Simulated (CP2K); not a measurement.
Two runs for the C K edge of borylpyrazine. Run A: CP2K XAS_TDP, all-electron GAPW, PBEh(45%), aug-cc-pVDZ, TDA, no relativity. Run B differs in one setting.

First lines with a strength over 0.0015. A:

```
                     atom  energy (eV)  states  strength, one atom
C2 (bonded to B, C and N)       280.67       1              0.0297
                                283.50       1              0.0289
                                286.49       1              0.0022
                                286.83       1              0.0019
                                287.43       1              0.0042
C3 (bonded to C, N and H)       281.21       1              0.0568
                                285.75       1              0.0124
                                286.60       1              0.0041
                                287.07       1              0.0025
                                287.26       2              0.0019
C5 (bonded to C, N and H)       281.15       1              0.0517
                                283.64       1              0.0021
                                285.62       1              0.0135
                                285.77       1              0.0074
                                286.80       1              0.0032
C6 (bonded to C, N and H)       281.59       1              0.0485
                                282.59       1              0.0058
                                285.41       1              0.0129
                                285.66       1              0.0038
                                286.54       1              0.0036
```

B:

```
                     atom  energy (eV)  states  strength, one atom
C2 (bonded to B, C and N)       286.12       1              0.0291
                                288.95       1              0.0284
                                291.94       1              0.0021
                                292.28       1              0.0019
                                292.88       1              0.0041
C3 (bonded to C, N and H)       286.88       1              0.0556
                                291.42       1              0.0122
                                292.27       1              0.0040
                                292.74       1              0.0024
                                292.93       2              0.0019
C5 (bonded to C, N and H)       286.80       1              0.0507
                                289.28       1              0.0020
                                291.27       1              0.0132
                                291.41       1              0.0073
                                292.45       1              0.0031
C6 (bonded to C, N and H)       287.31       1              0.0475
                                288.31       1              0.0057
                                291.13       1              0.0126
                                291.38       1              0.0037
                                292.26       1              0.0035
```

Which was it: scalar relativity switched on, the basis, the functional, GW2X switched on?

GW2X switched on. GW2X shifts an atom's lines together and keeps their spacings. Against PBEh(45%) in aug-cc-pVDZ, the leading lines move by +5.45 eV (C2, to 286.12), +5.67 eV (C3, to 286.88), +5.65 eV (C5, to 286.80) and +5.72 eV (C6, to 287.31).

[Banner, clock and machine lines of the logs are left out without a mark of their own.]

[Logs are printed without paths, hosts, clocks, repeated set-up lines and the standing remarks that a program may print on its own settings, such as how far it seeks lower states.]

[Hosts, paths, dates, database ids (printed as entryN), source tags and the programs' standing remarks are cut or masked in the printed files.]
